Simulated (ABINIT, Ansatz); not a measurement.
# A GW chain in ABINIT: SnO2 (Cassiterite)

How does a plane-wave GW calculation on SnO2 (Cassiterite) run from the first input to the gap?

Program: ABINIT 10.8.3. Level of theory: PBE and many-body steps on it, plane waves. Results are calculated unless marked as measured.

**The experiments to reproduce.**

- Gap 3.6 eV: experimental gap quoted from earlier work; bulk crystal (quoted in “Study on the Photocatalytic Properties of Flower-Shaped SnO2”, 2022, pmc:9565917).

Most raw output is cut from this account.

### Step 1. The structure

The structure is tetragonal, space group P4_2/mnm (No. 136). Conventional cell: a = 4.738 Å, b = 4.738 Å, c = 3.187 Å, α = 90.00°, β = 90.00°, γ = 90.00°. Nearest to Sn lie 6 O at 2.05 to 2.06 Å. Nearest to O lie 3 Sn at 2.05 to 2.06 Å. Farther neighbours and most contacts between anions are not listed.

The cell and positions come from the Crystallography Open Database and are kept as given unless a step says otherwise.

### Step 2. Ground state

This step: ABINIT 10.8.3; DFT, PBE, plane waves, norm-conserving pseudopotentials.

The ground-state density comes first.

run.abi

```
acell 3*1.0 Angstrom
rprim 
  4.738000000000 0.000000000000 0.000000000000
  0.000000000000 4.738000000000 0.000000000000
  0.000000000000 0.000000000000 3.186500000000
ntypat 2
znucl 50 8
natom 6
typat 1 1 2 2 2 2
xred 
  0.000000000000 0.000000000000 0.000000000000
  0.500000000000 0.500000000000 0.500000000000
  0.307100000000 0.307100000000 0.000000000000
  0.192900000000 0.807100000000 0.500000000000
  0.692900000000 0.692900000000 0.000000000000
  0.807100000000 0.192900000000 0.500000000000
pp_dirpath "pseudos"
pseudos "Sn.upf, O.upf"
ecut 42
ngkpt 4 4 6
nshiftk 1
shiftk 0 0 0
kptopt 1
chksymbreak 0
nband 41
occopt 1
tolvrs 1e-10
nstep 60
prtwf 0
optforces 0
optstress 0
indata_prefix "in"
outdata_prefix "out"
tmpdata_prefix "tmp"
```

The run is started by

```bash
$ OMP_NUM_THREADS=1 mpirun -n 8 abinit run.abi > log
```

Run time: 31 s. Hardware: 8 MPI ranks of Arm Neoverse V2, shared host; peak memory 0.72 GiB.

This step gave:

* total energy: -13864.0888 eV
* gap: 1.284 eV
* k of the valence top: 0, 0, 0
* k of the conduction bottom: 0, 0, 0
* least direct gap: 1.284 eV

The gap is direct, at Γ.

### Step 3. Empty states on the mesh, 4×4×4 mesh, 75 bands

The sums over transitions need many empty states on a uniform mesh; this step solves for them.

run.abi, as its differences from that of step 2:

```diff
@@ -19,3 +19,3 @@
 ecut 42
-ngkpt 4 4 6
+ngkpt 4 4 4
 nshiftk 1
@@ -24,9 +24,10 @@
 chksymbreak 0
-nband 41
-occopt 1
-tolvrs 1e-10
+iscf -2
+irdden 1
+istwfk *1
+nband 75
+nbdbuf 6
+tolwfr 1e-09
 nstep 60
-prtwf 0
-optforces 0
-optstress 0
+prtvol 0
 indata_prefix "in"
```

It took 32 s on 8 MPI ranks; peak memory 0.67 GiB; 4.2 min of CPU time.

Numbers from this step:

```yaml
gap: 1.284 eV
k_of_the_valence_top: 0, 0, 0
k_of_the_conduction_bottom: 0, 0, 0
least_direct_gap: 1.284 eV
k_points_computed: 18
lowest_point_of_the_top_converged_band_above_the_valence_top: 31.21 eV
```

On this mesh the gap is 1.284 eV.

### Step 4. Screening, 4×4×4 mesh, 69 bands, screening to 98 eV

The RPA dielectric matrix is built and inverted for each q.

This step: RPA screening on PBE, plane waves, norm-conserving pseudopotentials.

run.abi, as its differences from that of step 3:

```diff
@@ -24,10 +24,11 @@
 chksymbreak 0
-iscf -2
-irdden 1
 istwfk *1
-nband 75
-nbdbuf 6
-tolwfr 1e-09
-nstep 60
-prtvol 0
+occopt 1
+irdwfk 1
+optdriver 3
+nband 69
+ecuteps 3.6
+inclvkb 2
+awtr 1
+symchi 1
 indata_prefix "in"
```

It took 54 s on 8 MPI ranks; peak memory 3.9 GiB; 7.2 min of CPU time.

Numbers from this step:

- ε∞ with local fields, on this mesh, along the program's q direction: 4.505
- the same without local fields: 4.700
- plasma frequency: 36.20 eV
- plane waves in the screening matrix: 161

Local fields lower ε∞ by 4 %. On a Γ-centred mesh this coarse the value itself is usually too large, while a short band sum pulls it down.

### Step 5. Self-energy, 4×4×4 mesh, 69 bands, screening to 98 eV

The self-energy is evaluated for the states that the input lists, and the levels follow from it, in one-shot runs by the linearised quasiparticle equation.

This step: G0W0 on PBE, plane waves, norm-conserving pseudopotentials.

run.abi, as its differences from that of step 4:

```diff
@@ -27,8 +27,15 @@
 irdwfk 1
-optdriver 3
+optdriver 4
 nband 69
+gwcalctyp 0
+ecutsigx 42
+symsigma 1
+nkptgw 1
+kptgw 
+  0.0000000000 0.0000000000 0.0000000000
+bdgw 
+  32 36
 ecuteps 3.6
-inclvkb 2
-awtr 1
-symchi 1
+irdscr 1
+ppmodel 1
 indata_prefix "in"
```

Wall time 3.9 s (8 MPI ranks); peak memory 2 GiB; 30 s of CPU time.

This step gave:

| Quantity | Value |
| --- | --- |
| G0W0 gap on the points computed | 2.867 eV |
| starting gap on the mesh | 1.284 eV |
| k of the valence top | 0, 0, 0 |
| k of the conduction bottom | 0, 0, 0 |
| Z at the valence top | 0.786 |
| Z at the conduction bottom | 0.846 |
| least direct G0W0 gap on the computed points | 2.867 eV |

The gap on the mesh goes from 1.28 eV to 2.87 eV, a correction of +1.58 eV.

Limits: finite bands, cutoff and mesh; no spin-orbit coupling; coarse k mesh. v1 is the top filled band, c1 the lowest empty one. Levels before and after the correction, in eV, zero at the valence-band top of each column:

```tsv
	conduction bottom	valence top
Kohn-Sham	1.28	0.00
G0W0	2.87	0.00
```

```tsv
	level	energy (eV)
Kohn-Sham	Γ v3-v2	-0.764
Kohn-Sham	Γ v1	0.000
Kohn-Sham	Γ c1	1.284
Kohn-Sham	Γ c2	6.143
G0W0	Γ v3-v2	-0.740
G0W0	Γ v1	0.000
G0W0	Γ c1	2.867
G0W0	Γ c2	8.386
```

### Step 6. Where the time went

Times are wall times on 8 MPI ranks of Arm Neoverse V2, shared host, good to a factor of about two.

```tsv
step	time	share	memory (GiB)
ground state	31 s	25 %	0.72
empty states on the mesh	32 s	26 %	0.67
screening	54 s	45 %	3.9
self-energy	3.9 s	3 %	2.0
```

### Step 7. Summary of results

```yaml
pbe_gap: 1.28 eV, direct
g0w0_gap_on_the_mesh: 2.87 eV
gw_settings: 4×4×4 mesh, 69 bands, screening to 98 eV, Godby-Needs plasmon pole
known_limits: not at the basis limit; no spin-orbit coupling; coarse k mesh
```

G0W0 moves the gap on the mesh from 1.28 eV to 2.87 eV (+1.58 eV), with Z of 0.79 and 0.85 at the edges. Local fields lower the RPA ε∞ on this mesh from 4.70 to 4.50; a Γ-centred mesh this coarse tends to raise both, most where the direct gap is narrow, while a short band sum lowers them. Only 1 of the mesh's irreducible points was corrected, so a valley elsewhere could overtake. The dearest step here is «screening». Against experiment, by G0W0@PBE: the gap of 2.87 eV lies −0.73 eV from the measured 3.6 eV (kind not stated, quoted 2022). The calculation has static nuclei and no excitons; a measured gap holds zero-point and thermal motion, which mostly lowers it. Against the values above the computed gap that would widen the miss. An edge that is forbidden or weak in absorption could explain it, and so could too strong a screening: the start's gap is only 1.28 eV, the mesh is coarse, and one shot does not repair that. Bands and cutoff are finite, so the gap is not at the basis limit. The miss can reach some tenths of an eV and take either sign; the mesh is an error of its own. In the G0W0 run levels were corrected at 1 k point alone, so a gap called «on the mesh» is the least over those, and an edge elsewhere would be missed. The 4×4×4 mesh is coarse for this cell, which bears on the long-range parts of exchange and screening. The many-body steps are scalar-relativistic: spin-orbit coupling is not in them.

[Paths, hosts, dates, memory and timing lines, banners, echoed tables and standing remarks are left out of the program output.]

[Logs are printed without paths, hosts, clocks, repeated set-up lines and the standing remarks that a program may print on its own settings, such as how far it seeks lower states.]

[Runs of the session that timed out or met a known fault of the program may be left out.]

[Hosts, paths, dates, database ids (printed as entryN), source tags and the programs' standing remarks are cut or masked in the printed files.]

[G0W0 gaps are taken among the corrected bands and points alone; a level outside them can change the order at an edge.]

[Where Ansatz stands beside ABINIT at settings called matched, ABINIT's density can come from a denser mesh and the files from another edition; pairs whose starting gaps differed by over 0.03 eV were left out, so agreement reads better than it is.]
